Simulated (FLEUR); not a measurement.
```xyz
2
Lattice="0.000 2.499 2.499 2.499 0.000 2.499 2.499 2.499 0.000" Properties=species:S:1:pos:R:3 pbc="T T T" subject="Magnetic state of GdN from several starts" method="LDA (VWN) with U = 4.02 eV, J = 0.7 eV on Gd f; all-electron FLAPW, Dirac cores, scalar-relativistic bands" program="FLEUR MaX-R8.1" settings_of_one_run="kmax 3.61 1/bohr, gmax 10.8 1/bohr, muffin tin radii Gd: 2.8, N: 1.66 bohr, lmax Gd: [10, 8], N: [6, 4], hist occupations, smearing width 0.03 eV, mixer Anderson, mixing 0.05, max iterations 130, stop 0.0001 me/bohr³, collinear spin, 8×8×8 k-mesh, double counting FLL, mesh matched on, seeded occupations whole cubic f orbitals, Hund's first rule, starting moments 7 0 μB" cost="3 runs, 88 s in all on 4 MPI ranks of Intel Xeon 6975P-C (Granite Rapids), shared host (the runs of this entry)" notes="The database entry behind the starting cell differs from later determinations by our own check (about 0.3 % long). The run is spin-polarised, with a total moment of 7.00 μB a cell. This is the lowest of 3 finished starts, no proof of the ground state." lowest_state_found="ferromagnetic (initial ferro +)" largest_site_spin_moment="7.03 μB" next_finished_state="antiferromagnetic, 8.07 meV a seeded atom higher"
Gd    0.000    0.000    0.000
N     2.499    2.499    2.499
```

[Logs and program files are shortened in this print: banners, set-up blocks, solver, clock and traceback lines can be left out without a mark of their own.]

[Logs are printed without paths, hosts, clocks, repeated set-up lines and the standing remarks that a program may print on its own settings, such as how far it seeks lower states.]

[Hosts, paths, dates, database ids (printed as entryN), source tags and the programs' standing remarks are cut or masked in the printed files.]

[Where a cell is said to come from a database of computed structures, the database is the Materials Project.]
